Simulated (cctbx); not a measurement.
## TlSi2Os3: precision against data quality

Space group Imm2 (no. 44), a = 6.9210 Å, b = 9.6220 Å, c = 5.7000 Å, α = 90.00°, β = 90.00°, γ = 90.00°.

| atom | mult. | x | y | z | Ueq (Å²) |
| --- | --- | --- | --- | --- | --- |
| Tl1 | 2 | 1/2 | 0 | 0.0212 | 0.0020 |
| Tl2 | 2 | 0 | 0 | 0.9559 | 0.0046 |
| Os1 | 8 | 0.3067 | 0.2486 | 0.2579 | 0.0028 |
| Os2 | 4 | 0.7086 | 0 | 0.5089 | 0.0035 |
| Si1 | 4 | 1/2 | 0.3387 | 0.9459 | 0.0036 |
| Si2 | 4 | 1/2 | 0.8145 | 0.5766 | 0.0054 |

The model is made up (kin elements in a known structure type, no relaxation), so it says nothing on whether the phase exists.

Five simulated data sets (cctbx; Ag Kα, λ = 0.56087 Å; 6 % proportional error) differ in resolution or exposure (noise floor 8 counts in the first three, 8 in the last two). Each is refined with the right model, isotropic at 1.1 Å and anisotropic otherwise. How do the figures of merit and the uncertainties move?

```
d min (Å)  top counts  ⟨I/σ⟩ (unmerged, absences included)  unique  param. (scale apart)   Rint      R1  GooF  largest s.u. xyz (fractional)  s.u. U of Si1 (Å²)  largest error (Å)
      1.1       20000                                  6.4     176                    17  0.036  0.0153  0.85                        0.00147              0.0020             0.0136
     0.84       20000                                  6.4     390                    35  0.040  0.0174  1.00                        0.00094              0.0024             0.0173
      0.6       20000                                  5.8    1022                    35  0.045  0.0172  0.90                        0.00055              0.0009             0.0068
     0.75         300                                  0.9     534                    35  0.297  0.0809  0.93                        0.00774              0.0211             0.0512
     0.75        3000                                  3.6     534                    35  0.067  0.0282  0.93                        0.00174              0.0035             0.0101
```

The number of reflections grows roughly as 1/d³: 176, 390 and 1022 here. R1 follows the noise rather than the truth: at 300 counts it is 0.0809, at 3000 counts 0.0282, while GooF is 0.93 and 0.93: the weights 1/σ² carry the noise. The s.u. of U (U11 where anisotropic) for Si1 goes 0.0020, 0.0024, 0.0009 Å² with resolution and 0.0211, 0.0035 Å² with exposure.

Hardware for the 0.6 Å refinement: 0.55 s on 1 thread of Arm Neoverse V2 (shared host), peak memory 0.09 GiB.

[Logs are printed without paths, hosts, clocks, repeated set-up lines and the standing remarks that a program may print on its own settings, such as how far it seeks lower states.]
